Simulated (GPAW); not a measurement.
**A Ag chain with one Pd atom in line: transmission at several levels**

Wanted: the zero-bias transmission of a Ag chain with one Pd atom in line on a ladder of levels, with run times.

Method: GPAW LCAO, PAW setups; Landauer transmission from Green's functions with principal layers (ASE), zero bias, in GPAW 26.7.0.

### Step 1. The structure

The cell holds 13 atoms: 12 Ag and 1 Pd. Cell: a = 9.000 Å, b = 9.000 Å, c = 34.371 Å, α = 90.0°, β = 90.0°, γ = 90.0°. Regions: left lead, 6 atoms (6 Ag); channel, 1 atom (1 Pd); right lead, 6 atoms (6 Ag). Vacuum lies along a and b. The structure is stacked along c, and the current runs across the ab planes.

### Step 2. GPAW, dzp

Localised orbitals split the wire into layers that couple to their neighbours alone, which is what the Green's function method needs; double zeta with polarisation is the usual level for numbers.

Contents of run.py:

```python
import json
import numpy as np
from ase import Atoms
from ase.transport.calculators import TransportCalculator
from gpaw import GPAW, FermiDirac
from gpaw.lcao.tools import get_lcao_hamiltonian
from scipy.linalg import eigh

# The junction with lead layers at both ends, along the third cell vector
device = Atoms(
    ['Ag', 'Ag', 'Ag', 'Ag', 'Ag', 'Ag', 'Pd', 'Ag', 'Ag', 'Ag', 'Ag', 'Ag', 'Ag'],
    positions=[
        [4.50000, 4.50000, 1.33000],
        [4.50000, 4.50000, 3.99000],
        [4.50000, 4.50000, 6.65000],
        [4.50000, 4.50000, 9.31000],
        [4.50000, 4.50000, 11.97000],
        [4.50000, 4.50000, 14.63000],
        [4.50000, 4.50000, 17.18570],
        [4.50000, 4.50000, 19.74140],
        [4.50000, 4.50000, 22.40140],
        [4.50000, 4.50000, 25.06140],
        [4.50000, 4.50000, 27.72140],
        [4.50000, 4.50000, 30.38140],
        [4.50000, 4.50000, 33.04140]],
    cell=[[9.0, 0.0, 0.0], [0.0, 9.0, 0.0], [0.0, 0.0, 34.3714]],
    pbc=True)

# One principal layer of the lead: the first 4 atoms of the device
lead = Atoms(
    ['Ag', 'Ag', 'Ag', 'Ag'],
    positions=[
        [4.50000, 4.50000, 1.33000],
        [4.50000, 4.50000, 3.99000],
        [4.50000, 4.50000, 6.65000],
        [4.50000, 4.50000, 9.31000]],
    cell=[[9.0, 0.0, 0.0], [0.0, 9.0, 0.0], [0.0, 0.0, 10.64]],
    pbc=True)

settings = dict(mode='lcao', basis='dzp', xc='PBE', h=0.2,
                occupations=FermiDirac(0.1), maxiter=250,
                mixer=dict(beta=0.1, nmaxold=8, weight=100.0),
                convergence=dict(density=0.0001))
energies = np.arange(-2, 2 + 1e-9, 0.05)
eta = 0.0001
n1, n2 = 1, 1
# k and -k transmit alike, so half of the mesh across the current serves
mesh = [(i, j) for i in range(n1) for j in range(n2) if (i, j) <= (-i % n1, -j % n2)]
weights = np.array([1 if (i, j) == (-i % n1, -j % n2) else 2 for i, j in mesh]) / (n1 * n2)

# [... helper functions left out ...]
fermi_lead = ground_state(lead, (1, 1, 11), 'lead.txt')
fermi_device = ground_state(device, (1, 1, 3), 'device.txt')
# [... loop over the mesh left out, but for ...]
        # Shift the lead onto the potential of the device's first layer
        shift = ((H[:, 0, 0] - H0[:, 0, 0]) / S0[0, 0]).real.mean()
# [...]
kT = 8.617333e-5 * 77
bias = [0.1, 0.2, 0.5, 1.0, 1.5, 2.0]
# [... integrals and printing left out ...]
```

Launch:

```sh
> OMP_NUM_THREADS=1 OPENBLAS_NUM_THREADS=1 python run.py
```

Log:

```text
basis functions: device 351, principal layer 108
Fermi level: lead -3.7843 eV, device -3.8026 eV; lead shifted by 0.0016 eV
largest coupling past the next layer 3.56e-05 eV, largest misfit of the first layer 0.030 eV
  E-E_F (eV)   T (one spin)  channels
    -2.000    8.3181e-01    3.0000
    -1.950    7.6619e-01    3.0000
    -1.900    6.8232e-01    3.0000
    -1.850    5.6892e-01    3.0000
    -1.800    4.1067e-01    3.0000
    -1.750    2.8765e-01    1.0000
    -1.700    2.2348e-01    1.0000
    -1.650    1.3337e-01    1.0000
    -1.600    3.6134e-03    1.0000
    -1.550    6.5209e-08    0.0000
    -1.500    6.6097e-08    0.0000
    -1.450    6.7108e-08    0.0000
    -1.400    6.8278e-08    0.0000
    -1.350    6.9675e-08    0.0000
    -1.300    7.1359e-08    0.0000
    -1.250    7.3305e-08    0.0000
[...]
1.650    9.8864e-01    1.0000
     1.700    9.8958e-01    1.0000
     1.750    9.9047e-01    1.0000
     1.800    9.9137e-01    1.0000
     1.850    9.9221e-01    1.0000
     1.900    9.9302e-01    1.0000
     1.950    9.9381e-01    1.0000
     2.000    9.9455e-01    1.0000
conductance at 77 K: 0.44281 G0 a cell; thermopower -9.16 uV/K
current from the zero-bias T(E) at 0.1 V: 3.3991 uA
current from the zero-bias T(E) at 0.2 V: 6.6627 uA
current from the zero-bias T(E) at 0.5 V: 15.527 uA
current from the zero-bias T(E) at 1.0 V: 34.41 uA
current from the zero-bias T(E) at 1.5 V: 61.66 uA
current from the zero-bias T(E) at 2.0 V: 95.253 uA
```

Run time: 2.9 min. Hardware: 1 thread of Arm Neoverse N1, shared host; peak memory 1.3 GiB.

This step gave:

```
conductance                                             : 0.4428 G₀
thermopower                                             : -9.160 μV/K
largest coupling past the next principal layer          : 3.56e-5 eV
largest misfit of the first principal layer             : 0.03003 eV
shift that aligns the lead                              : 0.001639 eV
basis functions of the junction                         : 351
basis functions of a principal layer                    : 108
transmission at the Fermi level (one spin)              : 0.4463
open channels of the lead at the Fermi level (one spin) : 1
```

One spin. Table of transmission, zone mean by energy, zero at the Fermi level:

```csv
energy (eV),"transmission, zone mean"
-2.000,0.832
-1.800,0.411
-1.600,0.00361
-1.400,6.8e-8
-1.200,7.5e-8
-1.000,0.986
-0.800,0.679
-0.600,0.478
-0.400,0.186
-0.200,0.0185
0.000,0.446
0.200,0.724
0.400,0.840
0.600,0.904
0.800,0.942
1.000,0.965
1.200,0.977
1.400,0.983
1.600,0.988
1.800,0.991
2.000,0.995
```

Crossings of the lead's bands, unfolded to its shortest repeat. Table of open channels, zone mean by energy, zero at the Fermi level:

```csv
energy (eV),"open channels, zone mean"
-2.000,3
-1.800,3
-1.600,1
-1.400,0
-1.200,0
-1.000,1
-0.800,1
-0.600,1
-0.400,1
-0.200,1
0.000,1
0.200,1
0.400,1
0.600,1
0.800,1
1.000,1
1.200,1
1.400,1
1.600,1
1.800,1
2.000,1
```

Not self-consistent under bias; the bias window is split evenly. Current through one cell, from the zero-bias transmission against bias:

```csv
bias (V),"current through one cell, from the zero-bias transmission (μA)"
0.100,3.40
0.200,6.66
0.500,15.5
1.000,34.4
1.500,61.7
2.000,95.3
```

Transmission of the three most open eigenchannels against energy, zero at the Fermi level:

```csv
energy (eV),channel 1,channel 2,channel 3
-2.000,0.456,0.188,0.188
-1.800,0.336,0.0375,0.0375
-1.600,0.00361,6.5e-8,2.8e-12
-1.400,6.8e-8,2.5e-12,0
-1.200,7.5e-8,0,0
-1.000,0.986,1.4e-9,4.2e-10
-0.800,0.679,4.6e-8,2.8e-12
-0.600,0.478,5.3e-8,3.2e-12
-0.400,0.186,5.5e-8,3.3e-12
-0.200,0.0185,7.0e-8,3.3e-12
0.000,0.446,6.3e-8,3.3e-12
0.200,0.724,6.4e-8,3.3e-12
0.400,0.840,6.5e-8,3.4e-12
0.600,0.904,6.6e-8,3.4e-12
0.800,0.942,6.6e-8,3.4e-12
1.000,0.965,6.7e-8,3.4e-12
1.200,0.977,6.8e-8,3.4e-12
1.400,0.983,6.8e-8,3.4e-12
1.600,0.988,6.9e-8,3.4e-12
1.800,0.991,6.9e-8,3.4e-12
2.000,0.995,6.9e-8,3.4e-12
```

Couplings past the next layer reach 3.6e-5 eV, small enough to drop; the matrix elements of the cell's first layer differ from the bulk lead's by up to 0.030 eV. That layer keeps its own values in the calculation, and only beyond it is the lead taken as perfect. The Fermi levels of lead and junction count from different zeros of potential, one for each periodic cell; with both set to zero, the small remaining shift is what aligns them. By hand: G = 0.4428 × 77.48 μS = 34.3 μS, a resistance of 29.1 kΩ; at 0.1 V a linear junction would pass 3.43 μA, and the integral over the bias window gives 3.40 μA. Mott's formula, S = -(π²/3)(k_B²T/e) d ln T/dE, has the prefactor 1.88 μV/K·eV at 77 K; T = 0.3312 at -0.05 eV and 0.5421 at 0.05 eV give a slope of 4.93 per eV and S = -9.27 μV/K, beside -9.16 μV/K from the thermal integral, which interpolates the same grid.

### Step 3. GPAW, szp: basis = "szp(dzp)"

One radial function a shell plus polarisation makes the matrices smaller; the question is what that costs.

run.py, as its differences from that of step 2:

```diff
@@ -39,3 +39,3 @@
 
-settings = dict(mode='lcao', basis='dzp', xc='PBE', h=0.2,
+settings = dict(mode='lcao', basis='szp(dzp)', xc='PBE', h=0.2,
                 occupations=FermiDirac(0.1), maxiter=250,
```

Log:

```text
basis functions: device 195, principal layer 60
Fermi level: lead -3.7331 eV, device -3.7687 eV; lead shifted by 0.0004 eV
largest coupling past the next layer 3.56e-05 eV, largest misfit of the first layer 0.036 eV
  E-E_F (eV)   T (one spin)  channels
    -2.000    1.0062e+00    3.0000
    -1.950    9.3572e-01    3.0000
    -1.900    8.4665e-01    3.0000
    -1.850    7.3016e-01    3.0000
    -1.800    5.7130e-01    3.0000
    -1.750    3.4839e-01    3.0000
    -1.700    2.8074e-01    1.0000
    -1.650    1.9039e-01    1.0000
    -1.600    5.9358e-02    1.0000
    -1.550    1.0328e-07    0.0000
    -1.500    1.0375e-07    0.0000
    -1.450    1.0485e-07    0.0000
    -1.400    1.0614e-07    0.0000
    -1.350    1.0772e-07    0.0000
    -1.300    1.0969e-07    0.0000
    -1.250    1.1226e-07    0.0000
[...]
1.650    9.8702e-01    1.0000
     1.700    9.8812e-01    1.0000
     1.750    9.8917e-01    1.0000
     1.800    9.9024e-01    1.0000
     1.850    9.9122e-01    1.0000
     1.900    9.9218e-01    1.0000
     1.950    9.9310e-01    1.0000
     2.000    9.9398e-01    1.0000
conductance at 77 K: 0.40192 G0 a cell; thermopower -8.678 uV/K
current from the zero-bias T(E) at 0.1 V: 3.0938 uA
current from the zero-bias T(E) at 0.2 V: 6.1046 uA
current from the zero-bias T(E) at 0.5 V: 14.494 uA
current from the zero-bias T(E) at 1.0 V: 30.952 uA
current from the zero-bias T(E) at 1.5 V: 54.954 uA
current from the zero-bias T(E) at 2.0 V: 87.611 uA
```

The job ended after 1.7 min (1 thread; peak memory 1.2 GiB).

This step gave:

```yaml
conductance: 0.4019 G₀
thermopower: -8.678 μV/K
largest_misfit_of_the_first_principal_layer: 0.03577 eV
shift_that_aligns_the_lead: 3.88e-4 eV
basis_functions_of_the_junction: 195
basis_functions_of_a_principal_layer: 60
transmission_at_the_fermi_level_one_spin: 0.4044
```

One spin. The transmission, zone mean by energy, zero at the Fermi level:

```csv
energy (eV),"transmission, zone mean"
-2.00,1.01
-1.85,0.730
-1.70,0.281
-1.60,0.0594
-1.45,1.0e-7
-1.30,1.1e-7
-1.15,1.2e-7
-1.05,0.0201
-0.95,0.991
-0.90,0.886
-0.75,0.526
-0.60,0.324
-0.50,0.197
-0.35,0.0314
-0.20,0.0411
-0.05,0.307
0.00,0.404
0.05,0.490
0.20,0.669
0.35,0.772
0.50,0.842
0.60,0.877
0.75,0.917
0.90,0.944
1.05,0.961
1.15,0.969
1.30,0.977
1.45,0.982
1.60,0.986
1.70,0.988
1.85,0.991
2.00,0.994
```

Crossings of the lead's bands, unfolded to its shortest repeat. The open channels, zone mean by energy, zero at the Fermi level:

energy (eV), open channels, zone mean and a bar:
```
    -2.00       3.00 ##############################
    -1.90       3.00 ##############################
    -1.80       3.00 ##############################
    -1.70       1.00 ##########
    -1.55       0.00 
    -1.45       0.00 
    -1.35       0.00 
    -1.25       0.00 
    -1.15       0.00 
    -1.05       1.00 ##########
    -0.90       1.00 ##########
    -0.80       1.00 ##########
    -0.70       1.00 ##########
    -0.60       1.00 ##########
    -0.50       1.00 ##########
    -0.40       1.00 ##########
    -0.25       1.00 ##########
    -0.15       1.00 ##########
    -0.05       1.00 ##########
     0.00       1.00 ##########
     0.05       1.00 ##########
     0.15       1.00 ##########
     0.25       1.00 ##########
     0.40       1.00 ##########
     0.50       1.00 ##########
     0.60       1.00 ##########
     0.70       1.00 ##########
     0.80       1.00 ##########
     0.90       1.00 ##########
     1.05       1.00 ##########
     1.15       1.00 ##########
     1.25       1.00 ##########
     1.35       1.00 ##########
     1.45       1.00 ##########
     1.55       1.00 ##########
     1.70       1.00 ##########
     1.80       1.00 ##########
     1.90       1.00 ##########
     2.00       1.00 ##########
```

Not self-consistent under bias; the bias window is split evenly. The current through one cell, from the zero-bias transmission by bias:

```csv
bias (V),"current through one cell, from the zero-bias transmission (μA)"
0.100,3.09
0.200,6.10
0.500,14.5
1.000,31.0
1.500,55.0
2.000,87.6
```

The transmission of the three most open eigenchannels by energy, zero at the Fermi level:

```csv
energy (eV),channel 1,channel 2,channel 3
-2.00,0.523,0.242,0.242
-1.85,0.438,0.146,0.146
-1.70,0.281,1.0e-7,4.7e-11
-1.60,0.0594,1.0e-7,0
-1.45,1.0e-7,0,0
-1.30,1.1e-7,0,0
-1.15,1.2e-7,1.1e-12,0
-1.05,0.0201,1.7e-6,0
-0.90,0.886,8.1e-8,0
-0.75,0.526,9.0e-8,0
-0.60,0.324,9.2e-8,0
-0.50,0.197,9.2e-8,0
-0.35,0.0314,8.3e-8,0
-0.20,0.0411,1.2e-7,0
-0.05,0.307,1.1e-7,0
0.00,0.404,1.1e-7,0
0.05,0.490,1.1e-7,0
0.20,0.669,1.1e-7,0
0.35,0.772,1.1e-7,0
0.50,0.842,1.1e-7,0
0.60,0.877,1.1e-7,0
0.75,0.917,1.1e-7,0
0.90,0.944,1.2e-7,0
1.05,0.961,1.2e-7,0
1.15,0.969,1.2e-7,0
1.30,0.977,1.2e-7,0
1.45,0.982,1.2e-7,0
1.60,0.986,1.2e-7,0
1.70,0.988,1.2e-7,0
1.85,0.991,1.2e-7,0
2.00,0.994,1.3e-7,0
```

The conductance, 0.402 G₀, lies 9.2 % below that of the dzp run.

### Step 4. Minimal basis

One function for each valence shell of the setup, as for a first survey of a large system.

run.py, as its differences from that of step 3:

```diff
@@ -39,3 +39,3 @@
 
-settings = dict(mode='lcao', basis='szp(dzp)', xc='PBE', h=0.2,
+settings = dict(mode='lcao', basis='sz(dzp)', xc='PBE', h=0.2,
                 occupations=FermiDirac(0.1), maxiter=250,
```

Log:

```text
basis functions: device 156, principal layer 48
Fermi level: lead -3.7330 eV, device -3.7701 eV; lead shifted by -0.0011 eV
largest coupling past the next layer 3.59e-05 eV, largest misfit of the first layer 0.021 eV
  E-E_F (eV)   T (one spin)  channels
    -2.000    1.3297e+00    3.0000
    -1.950    1.2910e+00    3.0000
    -1.900    1.2403e+00    3.0000
[...]
1.950    9.9171e-01    1.0000
     2.000    9.9258e-01    1.0000
conductance at 77 K: 0.4411 G0 a cell; thermopower -8.717 uV/K
current from the zero-bias T(E) at 0.1 V: 3.3893 uA
current from the zero-bias T(E) at 0.2 V: 6.6572 uA
current from the zero-bias T(E) at 0.5 V: 15.518 uA
current from the zero-bias T(E) at 1.0 V: 33.831 uA
current from the zero-bias T(E) at 1.5 V: 61.781 uA
current from the zero-bias T(E) at 2.0 V: 95.134 uA
```

Elapsed: 84 s, on 1 thread; peak memory 1.2 GiB.

Numbers from this step:

```
conductance                                    : 0.4411 G₀
thermopower                                    : -8.717 μV/K
largest coupling past the next principal layer : 3.59e-5 eV
largest misfit of the first principal layer    : 0.02064 eV
shift that aligns the lead                     : -0.001069 eV
basis functions of the junction                : 156
basis functions of a principal layer           : 48
transmission at the Fermi level (one spin)     : 0.4442
```

One spin. Table of transmission, zone mean by energy, zero at the Fermi level:

energy (eV), transmission, zone mean and a bar:
```
   -2.000       1.33 ##############################
   -1.800       1.10 #########################
   -1.600       0.52 ############
   -1.400       0.00 
   -1.200       0.00 
   -1.000       0.19 ####
   -0.900       0.98 ######################
   -0.800       0.86 ###################
   -0.600       0.50 ###########
   -0.400       0.16 ####
   -0.200       0.03 #
    0.000       0.44 ##########
    0.200       0.72 ################
    0.400       0.83 ###################
    0.600       0.90 ####################
    0.800       0.94 #####################
    1.000       0.96 ######################
    1.200       0.97 ######################
    1.400       0.98 ######################
    1.600       0.99 ######################
    1.800       0.99 ######################
    2.000       0.99 ######################
```

The conductance, 0.441 G₀, lies 0.4 % below that of the dzp run.

### Step 5. LDA in the dzp basis: xc = "LDA"

Back in the dzp basis, the functional changes from PBE to LDA, to set the spread between functionals beside that between bases.

run.py, as its differences from that of step 4:

```diff
@@ -39,3 +39,3 @@
 
-settings = dict(mode='lcao', basis='sz(dzp)', xc='PBE', h=0.2,
+settings = dict(mode='lcao', basis='dzp', xc='LDA', h=0.2,
                 occupations=FermiDirac(0.1), maxiter=250,
```

Log:

```text
basis functions: device 351, principal layer 108
Fermi level: lead -4.1931 eV, device -4.2076 eV; lead shifted by 0.0017 eV
largest coupling past the next layer 3.39e-05 eV, largest misfit of the first layer 0.028 eV
  E-E_F (eV)   T (one spin)  channels
    -2.000    9.9137e-01    3.0000
    -1.950    9.5005e-01    3.0000
    -1.900    8.9967e-01    3.0000
[...]
1.950    9.9435e-01    1.0000
     2.000    9.9505e-01    1.0000
conductance at 77 K: 0.46846 G0 a cell; thermopower -8.606 uV/K
current from the zero-bias T(E) at 0.1 V: 3.5948 uA
current from the zero-bias T(E) at 0.2 V: 7.0364 uA
current from the zero-bias T(E) at 0.5 V: 16.206 uA
current from the zero-bias T(E) at 1.0 V: 35.475 uA
current from the zero-bias T(E) at 1.5 V: 63.427 uA
current from the zero-bias T(E) at 2.0 V: 97.583 uA
```

The job ended after 2.6 min (1 thread; peak memory 1.3 GiB).

This step gave:

```yaml
conductance: 0.4685 G₀
thermopower: -8.606 μV/K
largest_coupling_past_the_next_principal_layer: 3.39e-5 eV
largest_misfit_of_the_first_principal_layer: 0.02757 eV
shift_that_aligns_the_lead: 0.001664 eV
basis_functions_of_the_junction: 351
basis_functions_of_a_principal_layer: 108
transmission_at_the_fermi_level_one_spin: 0.4720
```

One spin. The transmission, zone mean by energy, zero at the Fermi level:

energy (eV), transmission, zone mean and a bar:
```
    -2.00      0.991 ##############################
    -1.85      0.838 #########################
    -1.70      0.530 ################
    -1.60      0.259 ########
    -1.45      0.000 
    -1.30      0.000 
    -1.15      0.000 
    -1.05      0.000 
    -0.95      0.979 ##############################
    -0.90      0.876 ##########################
    -0.75      0.664 ####################
    -0.60      0.508 ###############
    -0.50      0.369 ###########
    -0.35      0.109 ###
    -0.20      0.023 #
    -0.05      0.356 ###########
     0.00      0.472 ##############
     0.05      0.566 #################
     0.20      0.741 ######################
     0.35      0.830 #########################
     0.50      0.884 ###########################
     0.60      0.911 ###########################
     0.75      0.940 ############################
     0.90      0.959 #############################
     1.05      0.971 #############################
     1.15      0.976 #############################
     1.30      0.982 ##############################
     1.45      0.985 ##############################
     1.60      0.989 ##############################
     1.70      0.990 ##############################
     1.85      0.993 ##############################
     2.00      0.995 ##############################
```

The conductance, 0.468 G₀, lies 5.8 % above that of the dzp run.

### Step 6. Cost and result by level

Times are for 1 thread of Arm Neoverse N1, shared host. The runs compared:

```csv
no.,run,conductance (G₀),time,memory (GiB)
1,dzp,0.4428,2.9 min,1.3
2,szp,0.4019,1.7 min,1.2
3,sz,0.4411,84 s,1.2
4,dzp LDA,0.4685,2.6 min,1.3
```

### Step 7. Comparison

The curves are compared point by point over the common energies.

This step: comparison of transmission and cost over codes and levels (GPAW 26.7.0).

Ladder, by row:

```csv
step,code,T at the Fermi level (sum over the listed spins),conductance (G0),r.m.s. T(E) from the first,wall time (s),peak memory (GiB),threads
dzp,GPAW,0.4463,0.4428,0,171.6,1.3,1
szp,GPAW,0.4044,0.4019,0.07885,102.8,1.25,1
sz,GPAW,0.4442,0.4411,0.2312,83.58,1.2,1
dzp-LDA,GPAW,0.472,0.4685,0.09546,153.4,1.31,1
```

Table of transmission, zone mean, sum over the listed spins by energy, zero at the Fermi level:

```csv
energy (eV),dzp,szp,sz,dzp-LDA
-2.0000,0.832,1.01,1.33,0.991
-1.7500,0.288,0.348,1.02,0.659
-1.5000,6.6e-8,1.0e-7,0.248,0.0776
-1.2500,7.3e-8,1.1e-7,2.1e-11,7.1e-8
-1.0000,0.986,0.596,0.190,0.823
-0.9500,0.918,0.991,0.675,0.979
-0.9000,0.813,0.886,0.975,0.876
-0.7500,0.630,0.526,0.762,0.664
-0.5000,0.346,0.197,0.329,0.369
-0.2500,0.00114,0.00463,7.8e-5,6.9e-4
0.0000,0.446,0.404,0.444,0.472
0.2500,0.762,0.709,0.753,0.776
0.5000,0.876,0.842,0.868,0.884
0.7500,0.935,0.917,0.929,0.940
1.0000,0.965,0.957,0.961,0.967
1.2500,0.979,0.975,0.976,0.980
1.5000,0.986,0.983,0.983,0.987
1.7500,0.990,0.989,0.988,0.991
2.0000,0.995,0.994,0.993,0.995
```

(Continued in part 2 of 2.)

[Logs are printed without paths, hosts, clocks, repeated set-up lines and the standing remarks that a program may print on its own settings, such as how far it seeks lower states.]

[Hosts, paths, dates, database ids (printed as entryN), source tags and the programs' standing remarks are cut or masked in the printed files.]
